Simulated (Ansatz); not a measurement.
# BaZnPF (P4/nmm): G0W0 under other settings

Aim: change settings of a G0W0 run on BaZnPF (P4/nmm) and see what moves.

Main program and level: Ansatz 0.2.0; G0W0 on PBE, plane waves, PAW; PAW set soft_1.

Most raw output is cut from this account.

### Step 1. Set-up

Symmetry: P4/nmm, No. 129, tetragonal system. Conventional cell: a = 4.156 Å, b = 4.156 Å, c = 9.457 Å, α = 90.00°, β = 90.00°, γ = 90.00°. Nearest to Ba lie 4 F at 2.62 Å and 4 P at 3.41 Å. Nearest to Zn lie 4 P at 2.51 Å. Nearest to P lie 4 Zn at 2.51 Å and 4 Ba at 3.41 Å. Nearest to F lie 4 Ba at 2.62 Å. Farther neighbours and most contacts between anions are not listed.

The cell and positions come from the Crystallography Open Database and are kept as given unless a step says otherwise. Spin-orbit coupling is left out unless a step names it.

### Step 2. The base run: 4×4×2 mesh, 370 empty bands, screening to 100 eV, PAW set soft_1 files

G0W0 replaces the xc potential by the self-energy, built once from these orbitals. Only a window of levels is corrected, while the sums run over the empty bands that the input names. This step takes PAW set soft_1 files.

input.yaml reads:

```yaml
crystal:
  lattice:
    - [4.15634, 0.0, 0.0]
    - [0.0, 4.15634, 0.0]
    - [0.0, 0.0, 9.45743]
  atoms:
    - { symbol: Ba, position: [0.5, 0.0, 0.33177] }
    - { symbol: Ba, position: [0.0, 0.5, 0.66823] }
    - { symbol: Zn, position: [0.5, 0.5, 0.0] }
    - { symbol: Zn, position: [0.0, 0.0, 0.0] }
    - { symbol: P, position: [0.0, 0.5, 0.1491] }
    - { symbol: P, position: [0.5, 0.0, 0.8509] }
    - { symbol: F, position: [0.5, 0.5, 0.5] }
    - { symbol: F, position: [0.0, 0.0, 0.5] }
kpoints:
  mp_grid: { grid: [4, 4, 2] }
hamiltonian:
  xc: pbe
  pseudopotentials: { kind: paw, azcp: { folder: soft_1 } }
scf:
  occupations: { method: fixed }
gw:
  n_empty_bands: 370
  ecut_chi: 100
  qp_bands: [v2, c2]
  qp_kpoints: band_edges
  screening: { model: contour_deformation }
```

Run with:

```sh
ansatz run input.yaml --threads 2 --pin off --max-ram 92160MiB --backend cuda --events-out ev --progress --plain --runs-dir out --devices 1 --max-vram 13GiB
```

The job ended after 36 s (1 × NVIDIA H100 80GB HBM3 (shared by 6 runs) with 2 threads of AMD EPYC 7R13 (Zen 3), shared host; peak memory 1.7 GiB).

This step gave:

```
bands summed                                 : 404
RPA ε∞ on this mesh (eigenvalues)            : 4.513, 10.07, 10.07
plane waves in the screening matrix          : 379
q-points in the mesh                         : 32
G0W0 gap on the mesh                         : 1.299 eV
k of the valence top                         : 0, 0, 0
k of the conduction bottom                   : 0, 0, 0
starting gap on the mesh                     : 0.4246 eV
Z at the valence top                         : 0.7544
Z at the conduction bottom                   : 0.7820
least direct G0W0 gap on the computed points : 1.299 eV
```

The gap on the mesh goes from 0.42 eV to 1.30 eV, a correction of +0.87 eV. Between the two edge states, bare exchange in place of the xc potential would open the gap by 5.95 eV, and correlation takes back 5.08 eV.

### Step 3. Variant: potentials

Other atomic data (norm-conserving) test the pseudisation: the cutoff goes from 420 to 1320 eV and the valence electrons from 68 to 84, which opens shells that were frozen.

This step: G0W0 on PBE, plane waves, norm-conserving pseudopotentials.

Edit input.yaml of step 2 so:

```diff
@@ -18,3 +18,3 @@
   xc: pbe
-  pseudopotentials: { kind: paw, azcp: { folder: soft_1 } }
+  pseudopotentials: { kind: nc }
 scf:
```

Run time: 48 s. Hardware: 1 × NVIDIA H100 80GB HBM3 (shared by 6 runs) with 2 threads; peak memory 3 GiB.

The G0W0 gap on the mesh is 1.273 eV.

Against the base:

| setting | base | variant |
| --- | --- | --- |
| files | PAW set soft_1 | norm-conserving |

| quantity | variant | base |
| --- | --- | --- |
| starting gap on the mesh | 0.427 | 0.425 |
| G0W0 gap on the mesh | 1.273 | 1.299 |
| least direct G0W0 gap on the computed points | 1.273 | 1.299 |
| Z at the valence top | 0.755 | 0.754 |
| Z at the conduction bottom | 0.782 | 0.782 |

### Step 4. Variant: potentials

This step: G0W0 on PBE, plane waves, PAW.

Edit input.yaml of step 3 so:

```diff
@@ -18,3 +18,3 @@
   xc: pbe
-  pseudopotentials: { kind: nc }
+  pseudopotentials: { kind: paw, source: ansatz }
 scf:
```

It took 34 s on 1 × NVIDIA H100 80GB HBM3 (shared by 6 runs) with 2 threads; peak memory 2.8 GiB.

The G0W0 gap on the mesh is 1.274 eV.

Against the base:

| setting | base | variant |
| --- | --- | --- |
| files | PAW set soft_1 | hard PAW |

| quantity | variant | base |
| --- | --- | --- |
| starting gap on the mesh | 0.428 | 0.425 |
| G0W0 gap on the mesh | 1.274 | 1.299 |
| least direct G0W0 gap on the computed points | 1.274 | 1.299 |
| Z at the valence top | 0.755 | 0.754 |
| Z at the conduction bottom | 0.782 | 0.782 |

### Step 5. Variant: frequency model

A plasmon pole stands in for the full frequency dependence of the screening; this run shows what that costs in accuracy.

This step: G0W0 on PBE, plane waves, PAW; PAW set soft_1.

Edit input.yaml of step 4 so:

```diff
@@ -18,3 +18,3 @@
   xc: pbe
-  pseudopotentials: { kind: paw, source: ansatz }
+  pseudopotentials: { kind: paw, azcp: { folder: soft_1 } }
 scf:
@@ -26,2 +26,2 @@
   qp_kpoints: band_edges
-  screening: { model: contour_deformation }
+  screening: { model: godby_needs }
```

Run time: 21 s. Hardware: 1 × NVIDIA H100 80GB HBM3 (shared by 6 runs) with 2 threads; peak memory 1.8 GiB; 31 s of CPU time.

The G0W0 gap on the mesh is 1.362 eV.

Against the base:

| setting | base | variant |
| --- | --- | --- |
| frequency model | contour deformation | plasmon pole |

| quantity | variant | base |
| --- | --- | --- |
| starting gap on the mesh | 0.425 | 0.425 |
| G0W0 gap on the mesh | 1.362 | 1.299 |
| least direct G0W0 gap on the computed points | 1.362 | 1.299 |
| Z at the valence top | 0.780 | 0.754 |
| Z at the conduction bottom | 0.802 | 0.782 |

### Step 6. Summary of results

```
base            : 1.30 eV, 36 s
potentials      : 1.27 eV, 48 s
potentials      : 1.27 eV, 34 s
frequency model : 1.36 eV, 21 s
```

In words: Potentials: the gap moves by −0.03 eV (the plane-wave cutoff goes from 420 to 1320 eV). Potentials: the gap moves by −0.03 eV (the plane-wave cutoff goes from 420 to 1050 eV). Frequency model: the gap moves by +0.06 eV. All runs here use a coarse mesh and modest cutoffs; they test settings and are not final values. The 4×4×2 mesh is coarse for this cell (its supercell is 17 Å along the shortest edge). The RPA ε∞ on it, from the PBE start, is 4.51 and 10.07; such meshes misread the long-range screening, most where the gap is narrow. A d shell, filled or nearly so, lies near the gap. One-shot GW converges very slowly in bands there, not always from below, and on a semilocal start the gap tends to come out low; starts rich in exact exchange can overshoot instead. The many-body steps are scalar-relativistic: spin-orbit coupling is not in them.

[Paths, hosts, dates, memory and timing lines, banners, echoed tables and standing remarks are left out of the program output.]

[Logs are printed without paths, hosts, clocks, repeated set-up lines and the standing remarks that a program may print on its own settings, such as how far it seeks lower states.]

[Runs of the session that timed out or met a known fault of the program may be left out.]

[Cells called generated may have been cut or substituted from an entry of the Crystallography Open Database or the Materials Project.]

[Hosts, paths, dates, database ids (printed as entryN), source tags and the programs' standing remarks are cut or masked in the printed files.]
